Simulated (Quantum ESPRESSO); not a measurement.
# TePd (P6_3/mmc): zone-centre phonons, part 2 of 2

Aim: the zone-centre modes of TePd (P6_3/mmc).

Quantum ESPRESSO 7.5; DFT LDA, scalar-relativistic, plane waves, GBRV ultrasoft pseudopotentials.

So far. Step 2 (A probe with smearing): No gap opens on this mesh, so smearing is kept; the start stands at -2.2 GPa. Step 4 (Ground state): The cell stands at 0.11 GPa, close enough for phonons. The relaxed cell has a = 4.147, c = 5.578 Å (conventional setting).

## Step 5: Linear response at Γ

At q = 0 one unit cell holds all displacements; symmetry groups them into irreducible representations that are solved one by one. With smeared occupations no response to a homogeneous field can be asked.

File ph.in:

```
phonons
&inputph
   prefix = 'x'
   outdir = './tmp'
   fildyn = 'g.dyn'
   tr2_ph = 1.0d-18
   alpha_mix(1) = 0.4
   nmix_ph = 8
/
0.000000000000 0.000000000000 0.000000000000
```

Launch:

```bash
OMP_NUM_THREADS=1 mpirun -n 4 ph.x -nk 4 -in ph.in > ph.out
```

The program printed:

```text
[banners, grids, parts of the stress and lines that vanish by symmetry left out]
[banner, memory and clock lines left out]
Program PHONON v.7.5

     ./tmp/x.save/

     IMPORTANT: XC functional enforced from input :
     Exchange-correlation= PZ
                           (   1   1   0   0   0   0   0)
     Any further DFT definition will be discarded
     Please, verify this is what you really want

     G-vector sticks info

     negative rho (up, down):  1.586E-01 0.000E+00
     Reading collected, re-writing distributed wavefunctions in ./tmp/

     Number and degeneracy of irreps per q-point
       N         xq(1)         xq(2)         xq(3)   N irreps
       1   0.000000000   0.000000000   0.000000000       8
        1   2   1   1   1   2   2   2

     Calculation of q =    0.0000000   0.0000000   0.0000000

     phonons

     bravais-lattice index     =            0
     lattice parameter (alat)  =       7.8364  a.u.
     unit-cell volume          =     560.5456 (a.u.)^3
     number of atoms/cell      =            4
     number of atomic types    =            2
     kinetic-energy cut-off    =      40.0000  Ry
     charge density cut-off    =     240.0000  Ry
     convergence threshold     =      1.0E-18
     beta                      =       0.4000
     number of iterations used =            8
     Exchange-correlation= PZ
                           (   1   1   0   0   0   0   0)

     celldm(1)=    7.83640  celldm(2)=    0.00000  celldm(3)=    0.00000
     celldm(4)=    0.00000  celldm(5)=    0.00000  celldm(6)=    0.00000

     crystal axes: (cart. coord. in units of alat)
               a(1) = (  1.0000  0.0000  0.0000 )
               a(2) = ( -0.5000  0.8660  0.0000 )
               a(3) = (  0.0000  0.0000  1.3450 )

     reciprocal axes: (cart. coord. in units 2 pi/alat)
               b(1) = (  1.0000  0.5774 -0.0000 )
               b(2) = (  0.0000  1.1547  0.0000 )
               b(3) = (  0.0000 -0.0000  0.7435 )

     Atoms inside the unit cell:

     Cartesian axes

     site n.  atom      mass           positions (alat units)
        1  Te    127.6000   tau(    1) = (   -0.00000    0.57735    0.33626  )
        2  Te    127.6000   tau(    2) = (    0.50000    0.28868    1.00877  )
        3  Pd    106.4200   tau(    3) = (    0.00000    0.00000    0.00000  )
        4  Pd    106.4200   tau(    4) = (    0.00000    0.00000    0.67251  )

     Computing dynamical matrix for
                    q = (   0.0000000   0.0000000   0.0000000 )

     25 Sym.Ops. (with q -> -q+G )

     G cutoff =  373.3233  (  35277 G-vectors)     FFT grid: ( 40, 40, 54)
     G cutoff =  248.8822  (  19159 G-vectors)  smooth grid: ( 32, 32, 48)

     number of k points=    95  Marzari-Vanderbilt smearing, width (Ry)=  0.0200
                       cart. coord. in units 2pi/alat
        k(    1) = (   0.0000000   0.0000000   0.0000000), wk =   0.0017361
        k(    2) = (   0.0000000   0.0000000   0.0929352), wk =   0.0034722
        k(    3) = (   0.0000000   0.0000000   0.1858703), wk =   0.0034722
        [... further k-points left out ...]

     PseudoPot. # 1 for Te read from file:
     ./pseudo/Te.upf
     Pseudo is Ultrasoft + core correction, Zval =  6.0
     Using radial grid of  891 points,  5 beta functions with:
                l(1) =   0
                l(2) =   0
                l(3) =   1
                l(4) =   1
                l(5) =   2
     Q(r) pseudized with  6 coefficients,  rinner =    1.800   1.800   1.800
                                                       1.800   1.800

     PseudoPot. # 2 for Pd read from file:
     ./pseudo/Pd.upf
     Pseudo is Ultrasoft + core correction, Zval = 16.0
     Using radial grid of  887 points,  6 beta functions with:
                l(1) =   0
                l(2) =   0
                l(3) =   1
                l(4) =   1
                l(5) =   2
                l(6) =   2
     Q(r) pseudized with  8 coefficients,  rinner =    1.130   1.130   1.130
                                                       1.130   1.130

     Mode symmetry, D_6h(6/mmm) point group:

     Atomic displacements:
     There are    8 irreducible representations

     Representation     1      1 modes -  To be done

     Representation     2      2 modes -  To be done

     Representation     3      1 modes -  To be done

     Representation     4      1 modes -  To be done

     Representation     5      1 modes -  To be done

     Representation     6      2 modes -  To be done

     Representation     7      2 modes -  To be done

     Representation     8      2 modes -  To be done

     Alpha used in Ewald sum =   2.2000

     negative rho (up, down):  1.586E-01 0.000E+00

     Representation #   1 mode #   1

     Self-consistent Calculation
      iter #   1   av.it.:   6.9
      thresh= 1.000E-02 alpha_mix =  0.400 |ddv_scf|^2 =  1.459E-05
      iter #   2   av.it.:  14.1
      thresh= 3.820E-04 alpha_mix =  0.400 |ddv_scf|^2 =  3.775E-05
      iter #   3   av.it.:  13.0
      thresh= 6.144E-04 alpha_mix =  0.400 |ddv_scf|^2 =  1.881E-06
      iter #   4   av.it.:  12.7
      thresh= 1.371E-04 alpha_mix =  0.400 |ddv_scf|^2 =  4.783E-09
      iter #   5   av.it.:  14.1
      thresh= 6.916E-06 alpha_mix =  0.400 |ddv_scf|^2 =  8.268E-11
      iter #   6   av.it.:  13.2
      thresh= 9.093E-07 alpha_mix =  0.400 |ddv_scf|^2 =  3.542E-11
      iter #   7   av.it.:  13.6
      thresh= 5.951E-07 alpha_mix =  0.400 |ddv_scf|^2 =  2.111E-13
      iter #   8   av.it.:  14.2
      thresh= 4.594E-08 alpha_mix =  0.400 |ddv_scf|^2 =  1.499E-15
      iter #   9   av.it.:  14.1
      thresh= 3.871E-09 alpha_mix =  0.400 |ddv_scf|^2 =  6.394E-17
      iter #  10   av.it.:  14.9
      thresh= 7.996E-10 alpha_mix =  0.400 |ddv_scf|^2 =  1.748E-19

     End of self-consistent calculation

     Convergence has been achieved

     Representation #   2 modes #   2   3

     Self-consistent Calculation
      iter #   1   av.it.:   5.7
      thresh= 1.000E-02 alpha_mix =  0.400 |ddv_scf|^2 =  4.337E-08
      iter #   2   av.it.:  14.5
      thresh= 2.083E-05 alpha_mix =  0.400 |ddv_scf|^2 =  6.505E-09
      iter #   3   av.it.:  15.1
      thresh= 8.066E-06 alpha_mix =  0.400 |ddv_scf|^2 =  5.149E-10
      iter #   4   av.it.:  15.3
      thresh= 2.269E-06 alpha_mix =  0.400 |ddv_scf|^2 =  2.604E-12
[...]
End of self-consistent calculation

     Convergence has been achieved

     Representation #   3 mode #   4

     Self-consistent Calculation
[...]
End of self-consistent calculation

     Convergence has been achieved

     Representation #   4 mode #   5

     Self-consistent Calculation
[...]
End of self-consistent calculation

     Convergence has been achieved

     Representation #   5 mode #   6

     Self-consistent Calculation
[...]
End of self-consistent calculation

     Convergence has been achieved

     Representation #   6 modes #   7   8

     Self-consistent Calculation
[...]
End of self-consistent calculation

     Convergence has been achieved

     Representation #   7 modes #   9  10

     Self-consistent Calculation
[...]
End of self-consistent calculation

     Convergence has been achieved

     Representation #   8 modes #  11  12

     Self-consistent Calculation
[...]
iter #   3   av.it.:  15.5
      thresh= 4.779E-05 alpha_mix =  0.400 |ddv_scf|^2 =  2.491E-09
      iter #   4   av.it.:  16.0
      thresh= 4.991E-06 alpha_mix =  0.400 |ddv_scf|^2 =  2.835E-11
      iter #   5   av.it.:  15.5
      thresh= 5.324E-07 alpha_mix =  0.400 |ddv_scf|^2 =  3.950E-12
      iter #   6   av.it.:  16.3
      thresh= 1.988E-07 alpha_mix =  0.400 |ddv_scf|^2 =  1.900E-14
      iter #   7   av.it.:  16.7
      thresh= 1.378E-08 alpha_mix =  0.400 |ddv_scf|^2 =  4.217E-16
      iter #   8   av.it.:  15.7
      thresh= 2.053E-09 alpha_mix =  0.400 |ddv_scf|^2 =  4.208E-17
      iter #   9   av.it.:  16.7
      thresh= 6.487E-10 alpha_mix =  0.400 |ddv_scf|^2 =  1.112E-19

     End of self-consistent calculation

     Convergence has been achieved

     Number of q in the star =    1
     List of q in the star:
          1   0.000000000   0.000000000   0.000000000

     Diagonalizing the dynamical matrix

     q = (    0.000000000   0.000000000   0.000000000 )

 **************************************************************************
     freq (    1) =      -0.144371 [THz] =      -4.815702 [cm-1]
     freq (    2) =      -0.144371 [THz] =      -4.815702 [cm-1]
     freq (    3) =      -0.130426 [THz] =      -4.350551 [cm-1]
     freq (    4) =       2.555580 [THz] =      85.244977 [cm-1]
     freq (    5) =       2.555580 [THz] =      85.244977 [cm-1]
     freq (    6) =       3.424569 [THz] =     114.231319 [cm-1]
     freq (    7) =       3.424569 [THz] =     114.231319 [cm-1]
     freq (    8) =       3.716400 [THz] =     123.965760 [cm-1]
     freq (    9) =       3.948640 [THz] =     131.712457 [cm-1]
     freq (   10) =       4.290555 [THz] =     143.117525 [cm-1]
     freq (   11) =       4.290555 [THz] =     143.117525 [cm-1]
     freq (   12) =       5.758964 [THz] =     192.098363 [cm-1]
 **************************************************************************

     Mode symmetry, D_6h(6/mmm) point group:

     freq (   1-   2) =         -4.8  [cm-1]   --> E_1u            I
     freq (   3-   3) =         -4.4  [cm-1]   --> A_2u            I
     freq (   4-   5) =         85.2  [cm-1]   --> E_2u
     freq (   6-   7) =        114.2  [cm-1]   --> E_2g            R
     freq (   8-   8) =        124.0  [cm-1]   --> A_2u            I
     freq (   9-   9) =        131.7  [cm-1]   --> B_1g
     freq (  10-  11) =        143.1  [cm-1]   --> E_1u            I
     freq (  12-  12) =        192.1  [cm-1]   --> B_2u
```

Wall time 22 min (4 MPI ranks of Arm Neoverse V1, shared host).

Read from the output:

| Quantity | Value |
| --- | --- |
| largest acoustic frequency at the zone centre before the sum rule | -4.82 cm⁻¹ |
| highest optical zone-centre mode (no LO-TO term) | 192.1 cm⁻¹ |
| lowest optical zone-centre mode | 85.24 cm⁻¹ |

The acoustic modes at Γ come out as far as 4.8 cm⁻¹ from zero, where they should vanish, a small numerical error.

## Step 6: Modes with the sum rule

A rigid shift of the crystal must cost nothing, but grids and finite bases break this; the acoustic sum rule is imposed before the matrix is diagonalised again.

File dynmat.in:

```
&input
   fildyn = 'g.dyn'
   asr = 'crystal'
   fileig = 'dynmat.eig'
/
```

Launch:

```bash
dynmat.x -in dynmat.in > dynmat.out
```

The program printed:

```text
[banner, memory and clock lines left out]
Program DYNMAT v.7.5

     Reading Dynamical Matrix from file g.dyn
     ...Force constants read
     ...epsilon and Z* not read (not found on file)
     Acoustic Sum Rule: || Z*(ASR) - Z*(orig)|| =    0.000000E+00
     Acoustic Sum Rule: ||dyn(ASR) - dyn(orig)||=    3.771409E-04
     A direction for q was not specified:TO-LO splitting will be absent

     Polarizability (A^3 units)
     multiply by 1.000000 for Clausius-Mossotti correction
         0.000000    0.000000    0.000000
         0.000000    0.000000    0.000000
         0.000000    0.000000    0.000000

     IR activities are in (D/A)^2/amu units

# mode   [cm-1]    [THz]      IR
    1     -0.00   -0.0000    0.0000
    2     -0.00   -0.0000    0.0000
    3      0.00    0.0000    0.0000
    4     85.24    2.5556    0.0000
    5     85.24    2.5556    0.0000
    6    114.23    3.4246    0.0000
    7    114.23    3.4246    0.0000
    8    123.96    3.7162    0.0000
    9    131.71    3.9486    0.0000
   10    143.11    4.2905    0.0000
   11    143.11    4.2905    0.0000
   12    192.10    5.7590    0.0000

[end of the log left out, with the tail of the file of modes that dynmat.x writes under the same name]
```

Run time: 0.48 s. Hardware: 1 thread.

Unit eigenvectors of the mass-weighted matrix after the sum rule; no LO-TO term. Modes at Γ, with each element's share of the kinetic energy:

```
mode  frequency (cm⁻¹)  symmetry  Te %  Pd %
   1               0.0  acoustic    55    45
   2               0.0  acoustic    55    45
   3               0.0  acoustic    55    45
   4              85.2       E2u     0   100
   5              85.2       E2u     0   100
   6             114.2       E2g   100     0
   7             114.2       E2g   100     0
   8             124.0       A2u    45    55
   9             131.7       B1g   100     0
  10             143.1       E1u    45    55
  11             143.1       E1u    45    55
  12             192.1       B2u     0   100
```

Displacements in mode 4 (85.2 cm⁻¹), the largest set to 1:
```
Te1  0.00  0.00  0.00
Te2  0.00  0.00  0.00
Pd3  1.00  0.04  0.00
Pd4 -1.00 -0.04  0.00
```

Displacements in mode 12 (192.1 cm⁻¹), the largest set to 1:
```
Te1  0.00  0.00  0.00
Te2  0.00  0.00  0.00
Pd3  0.00  0.00  1.00
Pd4  0.00  0.00 -1.00
```

The rule moves no optical mode by more than 0.1 cm⁻¹.

## Step 7: Sum rules set otherwise (asr no)

Without the rule the raw error of the acoustic modes shows.

File dynmat.in:

```
&input
   fildyn = 'g.dyn'
   asr = 'no'
   fileig = 'dynmat.eig'
/
```

Launch:

```bash
dynmat.x -in dynmat.in > dynmat.out
```

The program printed:

```text
[banner, memory and clock lines left out]
Program DYNMAT v.7.5

     Reading Dynamical Matrix from file g.dyn
     ...Force constants read
     ...epsilon and Z* not read (not found on file)
     A direction for q was not specified:TO-LO splitting will be absent

     Polarizability (A^3 units)
     multiply by 1.000000 for Clausius-Mossotti correction
         0.000000    0.000000    0.000000
         0.000000    0.000000    0.000000
         0.000000    0.000000    0.000000

     IR activities are in (D/A)^2/amu units

# mode   [cm-1]    [THz]      IR
    1     -4.82   -0.1444    0.0000
    2     -4.82   -0.1444    0.0000
    3     -4.35   -0.1304    0.0000
    4     85.24    2.5556    0.0000
    5     85.24    2.5556    0.0000
    6    114.23    3.4246    0.0000
    7    114.23    3.4246    0.0000
    8    123.97    3.7164    0.0000
    9    131.71    3.9486    0.0000
   10    143.12    4.2906    0.0000
   11    143.12    4.2906    0.0000
   12    192.10    5.7590    0.0000

[end of the log left out, with the tail of the file of modes that dynmat.x writes under the same name]
```

It took 0.47 s on 1 thread.

Zone-centre frequencies as printed; negative means imaginary. Modes:

```
mode  frequency (cm⁻¹)
   1             -4.82
   2             -4.82
   3             -4.35
   4             85.24
   5             85.24
   6             114.2
   7             114.2
   8               124
   9             131.7
  10             143.1
  11             143.1
  12             192.1
```

Against the first rule no mode moves by more than 4.9 cm⁻¹.

## Step 8: Sum rules set otherwise (asr simple)

The rule can be imposed in more than one way; the choices should agree where the raw error is small.

File dynmat.in:

```
&input
   fildyn = 'g.dyn'
   asr = 'simple'
   fileig = 'dynmat.eig'
/
```

Launch:

```bash
dynmat.x -in dynmat.in > dynmat.out
```

The program printed:

```text
[banner, memory and clock lines left out]
Program DYNMAT v.7.5

     Reading Dynamical Matrix from file g.dyn
     ...Force constants read
     ...epsilon and Z* not read (not found on file)
     A direction for q was not specified:TO-LO splitting will be absent

     Polarizability (A^3 units)
     multiply by 1.000000 for Clausius-Mossotti correction
         0.000000    0.000000    0.000000
         0.000000    0.000000    0.000000
         0.000000    0.000000    0.000000

     IR activities are in (D/A)^2/amu units

# mode   [cm-1]    [THz]      IR
    1     -0.00   -0.0000    0.0000
    2     -0.00   -0.0000    0.0000
    3      0.00    0.0000    0.0000
    4     85.36    2.5589    0.0000
    5     85.36    2.5589    0.0000
    6    114.35    3.4281    0.0000
    7    114.35    3.4281    0.0000
    8    124.04    3.7185    0.0000
    9    131.82    3.9518    0.0000
   10    143.20    4.2929    0.0000
   11    143.20    4.2929    0.0000
   12    192.12    5.7597    0.0000

[end of the log left out, with the tail of the file of modes that dynmat.x writes under the same name]
```

Wall time 0.48 s (1 thread).

This step gave:

- lowest optical zone-centre mode: 85.36 cm⁻¹

Zone-centre frequencies as printed; negative means imaginary. Modes:

```csv
mode,frequency (cm⁻¹)
1,0
2,0
3,0
4,85.36
5,85.36
6,114.3
7,114.3
8,124
9,131.8
10,143.2
11,143.2
12,192.1
```

Against the first rule no mode moves by more than 0.2 cm⁻¹.

## Step 9: Outcome

```json
{
  "space group after relaxation": "P6_3/mmc",
  "volume per atom": "20.8 Å³",
  "highest optical zone-centre mode (no LO-TO term)": "192.1 cm⁻¹",
  "lowest optical zone-centre mode": "85.2 cm⁻¹",
  "imaginary optical modes at the zone centre (no q mesh in this session)": "none"
}
```

**Reading.** At the LDA level the optical modes of TePd (P6_3/mmc) at the zone centre run from 85 to 192 cm⁻¹. Of the 9 optical modes, 4 are silent, 2 are Raman active alone and 3 are infrared active alone; inversion symmetry keeps the two sets apart. These are harmonic frequencies at zero temperature: anharmonic shifts and linewidths and thermal expansion are left out. Spin-orbit coupling is left out, which can matter for the heavy elements here. In a metal the frequencies hang on the k mesh and the smearing, most of all near Kohn anomalies.

[Host names and launcher messages were left out of these logs when they were recorded.]

[Logs are printed without paths, hosts, clocks, repeated set-up lines and the standing remarks that a program may print on its own settings, such as how far it seeks lower states.]

[Hosts, paths, dates, database ids (printed as entryN), source tags and the programs' standing remarks are cut or masked in the printed files.]
